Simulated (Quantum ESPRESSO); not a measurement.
# CdS (Hawleyite): how pressure shifts the optical phonon

By how much does an optical zone-centre mode of CdS (Hawleyite) shift under hydrostatic pressure?

Program: Quantum ESPRESSO 7.5. Level of theory: DFT PBE, scalar-relativistic, plane waves, GBRV ultrasoft pseudopotentials. Results are calculated unless marked as measured.

## Step 1: The relaxed structure

Symmetry: F-43m, No. 216, cubic system. Conventional cell: a = 5.911 Å, b = 5.911 Å, c = 5.911 Å, α = 90.00°, β = 90.00°, γ = 90.00°. Nearest to Cd lie 4 S at 2.56 Å. Nearest to S lie 4 Cd at 2.56 Å. Farther neighbours and most contacts between anions are not listed.

This is the cell after its relaxation at this level of theory, not the database cell from which that began.

## Step 2: Runs at several volumes

The relaxed cell is scaled uniformly; in this structure symmetry fixes all atoms, so nothing has to be relaxed anew. Each volume gets a ground state and a response at Γ. The mode followed is the highest one without the macroscopic field, of symmetry T2; longitudinal polar modes lie higher. Cutoff 50 Ry, k mesh 8×8×8.

From the response at V/V₀ = 0.94:

The program printed:

```text
[banners, grids, parts of the stress and lines that vanish by symmetry left out]
Program PHONON v.7.5
     Reading xml data from directory:

[...]
Exchange-correlation= PBE
                           (   1   4   3   4   0   0   0)
[...]
kinetic-energy cut-off    =      50.0000  Ry
     charge density cut-off    =     400.0000  Ry
     convergence threshold     =      1.0E-18
[...]
Exchange-correlation= PBE
                           (   1   4   3   4   0   0   0)
[...]
q = (   0.0000000   0.0000000   0.0000000 )
     25 Sym.Ops. (with q -> -q+G )
     G cutoff = 1213.1121  (  44375 G-vectors)     FFT grid: ( 50, 50, 50)
     G cutoff =  606.5560  (  15593 G-vectors)  smooth grid: ( 36, 36, 36)
     number of k points=    29
[...]
Mode symmetry, T_d (-43m)  point group:
[...]
Dielectric constant
[...]
End of electric fields calculation
          Dielectric constant in cartesian axis
          (       6.564712685      -0.000000000       0.000000000 )
          (      -0.000000000       6.564712685       0.000000000 )
          (      -0.000000000      -0.000000000       6.564712685 )
          Effective charges (d Force / dE) in cartesian axis without acoustic sum rule applied (asr)
           atom    1  Cd    Mean Z*:        2.17160
      Ex  (        2.17160        0.00000        0.00000 )
      Ey  (        0.00000        2.17160        0.00000 )
      Ez  (        0.00000        0.00000        2.17160 )
           atom    2  S     Mean Z*:       -2.18709
      Ex  (       -2.18709        0.00000        0.00000 )
      Ey  (        0.00000       -2.18709       -0.00000 )
      Ez  (        0.00000        0.00000       -2.18709 )
          Effective charges Sum: Mean:       -0.01549
[...]
Effective charges (d Force / dE) in cartesian axis with asr applied:
           atom    1  Cd    Mean Z*:        2.17934
[...]
atom    2  S     Mean Z*:       -2.17934
[...]
Representation #   1 modes #   1   2   3
[...]
End of self-consistent calculation
     Convergence has been achieved
     Representation #   2 modes #   4   5   6
[...]
End of self-consistent calculation
     Convergence has been achieved
[...]
Dielectric constant in cartesian axis
          (       6.564712685      -0.000000000       0.000000000 )
          (      -0.000000000       6.564712685       0.000000000 )
          (      -0.000000000      -0.000000000       6.564712685 )
          Effective charges (d Force / dE) in cartesian axis without acoustic sum rule applied (asr)
           atom    1  Cd    Mean Z*:        2.17160
      Ex  (        2.17160        0.00000        0.00000 )
      Ey  (        0.00000        2.17160        0.00000 )
      Ez  (        0.00000        0.00000        2.17160 )
           atom    2  S     Mean Z*:       -2.18709
      Ex  (       -2.18709        0.00000        0.00000 )
      Ey  (        0.00000       -2.18709       -0.00000 )
      Ez  (        0.00000        0.00000       -2.18709 )
          Effective charges Sum: Mean:       -0.01549
[...]
Effective charges (d Force / dE) in cartesian axis with asr applied:
           atom    1  Cd    Mean Z*:        2.17934
[...]
atom    2  S     Mean Z*:       -2.17934
[...]
q = (    0.000000000   0.000000000   0.000000000 )
[...]
freq (    1) =      -0.042304 [THz] =      -1.411096 [cm-1]
     freq (    2) =      -0.042304 [THz] =      -1.411096 [cm-1]
     freq (    3) =      -0.042304 [THz] =      -1.411096 [cm-1]
     freq (    4) =       7.421925 [THz] =     247.568772 [cm-1]
     freq (    5) =       7.421925 [THz] =     247.568772 [cm-1]
     freq (    6) =       7.421925 [THz] =     247.568772 [cm-1]
[...]
Mode symmetry, T_d (-43m)  point group:
     freq (   1-   3) =         -1.4  [cm-1]   --> T_2  G_15 P_4   I+R
     freq (   4-   6) =        247.6  [cm-1]   --> T_2  G_15 P_4   I+R

   JOB DONE.
```

One volume, V/V₀ = 0.97, is held back as a test.

```
V/V₀  volume (Å³/atom)  pressure (GPa)   ω (cm⁻¹)
0.94            24.267            4.33     247.57
0.97            25.041            2.17  held back
   1            25.816            0.33     221.40
1.03            26.590           -1.22     209.33
1.06            27.365           -2.54     197.86
```

## Step 3: The fit

The mode Grüneisen parameter is γ = −d ln ω / d ln V.

```
ln(V/V₀)    ln ω
 -0.0619  5.5117
  0.0000  5.4000
  0.0296  5.3439
  0.0583  5.2876
```

A straight line through these points has the slope -1.860, so γ = 1.86; at V/V₀ = 0.97 it predicts ω = exp(5.3979 + 0.0567) = 233.81 cm⁻¹.

A parabola of pressure against ln V through V/V₀ = 0.97, 1 and 1.03 gives the bulk modulus B = −dP/d ln V = 56 GPa at V₀. With ω₀ from the fitted line the pressure coefficient follows as dω/dP = γ ω₀ / B = 1.86 × 220.9 / 56 = 7.30 cm⁻¹/GPa.

## Step 4: The run that was held back

The program printed:

```text
[banners, grids, parts of the stress and lines that vanish by symmetry left out]
[banner, memory and clock lines left out]
Program PHONON v.7.5

[...]
Exchange-correlation= PBE
                           (   1   4   3   4   0   0   0)
[...]
kinetic-energy cut-off    =      50.0000  Ry
     charge density cut-off    =     400.0000  Ry
     convergence threshold     =      1.0E-18
[...]
Exchange-correlation= PBE
                           (   1   4   3   4   0   0   0)
[...]
q = (   0.0000000   0.0000000   0.0000000 )
     25 Sym.Ops. (with q -> -q+G )
     G cutoff = 1238.7876  (  45671 G-vectors)     FFT grid: ( 50, 50, 50)
     G cutoff =  619.3938  (  16265 G-vectors)  smooth grid: ( 36, 36, 36)
     number of k points=    29
[...]
Mode symmetry, T_d (-43m)  point group:
[...]
Dielectric constant
[...]
End of electric fields calculation
          Dielectric constant in cartesian axis
          (       6.673753958       0.000000000      -0.000000000 )
          (       0.000000000       6.673753958      -0.000000000 )
          (      -0.000000000      -0.000000000       6.673753958 )
          Effective charges (d Force / dE) in cartesian axis without acoustic sum rule applied (asr)
           atom    1  Cd    Mean Z*:        2.21020
      Ex  (        2.21020        0.00000        0.00000 )
      Ey  (        0.00000        2.21020       -0.00000 )
      Ez  (        0.00000       -0.00000        2.21020 )
           atom    2  S     Mean Z*:       -2.22629
      Ex  (       -2.22629        0.00000        0.00000 )
[...]
Representation #   1 modes #   1   2   3
[...]
End of self-consistent calculation
     Convergence has been achieved
     Representation #   2 modes #   4   5   6
[...]
End of self-consistent calculation
     Convergence has been achieved
[...]
Dielectric constant in cartesian axis
          (       6.673753958       0.000000000      -0.000000000 )
          (       0.000000000       6.673753958      -0.000000000 )
          (      -0.000000000      -0.000000000       6.673753958 )
          Effective charges (d Force / dE) in cartesian axis without acoustic sum rule applied (asr)
           atom    1  Cd    Mean Z*:        2.21020
      Ex  (        2.21020        0.00000        0.00000 )
      Ey  (        0.00000        2.21020       -0.00000 )
      Ez  (        0.00000       -0.00000        2.21020 )
           atom    2  S     Mean Z*:       -2.22629
      Ex  (       -2.22629        0.00000        0.00000 )
      Ey  (       -0.00000       -2.22629        0.00000 )
      Ez  (       -0.00000        0.00000       -2.22629 )
          Effective charges Sum: Mean:       -0.01609
[...]
Effective charges (d Force / dE) in cartesian axis with asr applied:
           atom    1  Cd    Mean Z*:        2.21824
[...]
atom    2  S     Mean Z*:       -2.21824
[...]
q = (    0.000000000   0.000000000   0.000000000 )
[...]
freq (    1) =      -0.047103 [THz] =      -1.571178 [cm-1]
     freq (    2) =      -0.047103 [THz] =      -1.571178 [cm-1]
     freq (    3) =      -0.047103 [THz] =      -1.571178 [cm-1]
     freq (    4) =       7.018295 [THz] =     234.105130 [cm-1]
     freq (    5) =       7.018295 [THz] =     234.105130 [cm-1]
     freq (    6) =       7.018295 [THz] =     234.105130 [cm-1]
[...]
Mode symmetry, T_d (-43m)  point group:
     freq (   1-   3) =         -1.6  [cm-1]   --> T_2  G_15 P_4   I+R
     freq (   4-   6) =        234.1  [cm-1]   --> T_2  G_15 P_4   I+R
```

It gives 234.11 cm⁻¹ against the predicted 233.81 cm⁻¹, a miss of 0.3 cm⁻¹.

## Step 5: Outcome

- mode Grüneisen parameter: 1.860
- bulk modulus: 56.3 GPa
- pressure coefficient: 7.30 cm⁻¹/GPa

The highest optical mode of CdS (Hawleyite) without the LO-TO term stiffens by 7.30 cm⁻¹ a GPa near the relaxed volume, with γ = 1.86. The power law meets all 5 runs within 0.22 %; between neighbouring volumes γ runs from 1.78 to 1.96. Such a coefficient turns a measured shift of this mode into a hydrostatic stress; uniaxial or biaxial stress splits the mode and needs deformation potentials. These are harmonic values at zero temperature for the structure held cubic, which a run at Γ can't show to be stable; the bulk modulus rests on three points.

[Host names and launcher messages were left out of these logs when they were recorded.]

[Logs are printed without paths, hosts, clocks, repeated set-up lines and the standing remarks that a program may print on its own settings, such as how far it seeks lower states.]

[Hosts, paths, dates, database ids (printed as entryN), source tags and the programs' standing remarks are cut or masked in the printed files.]
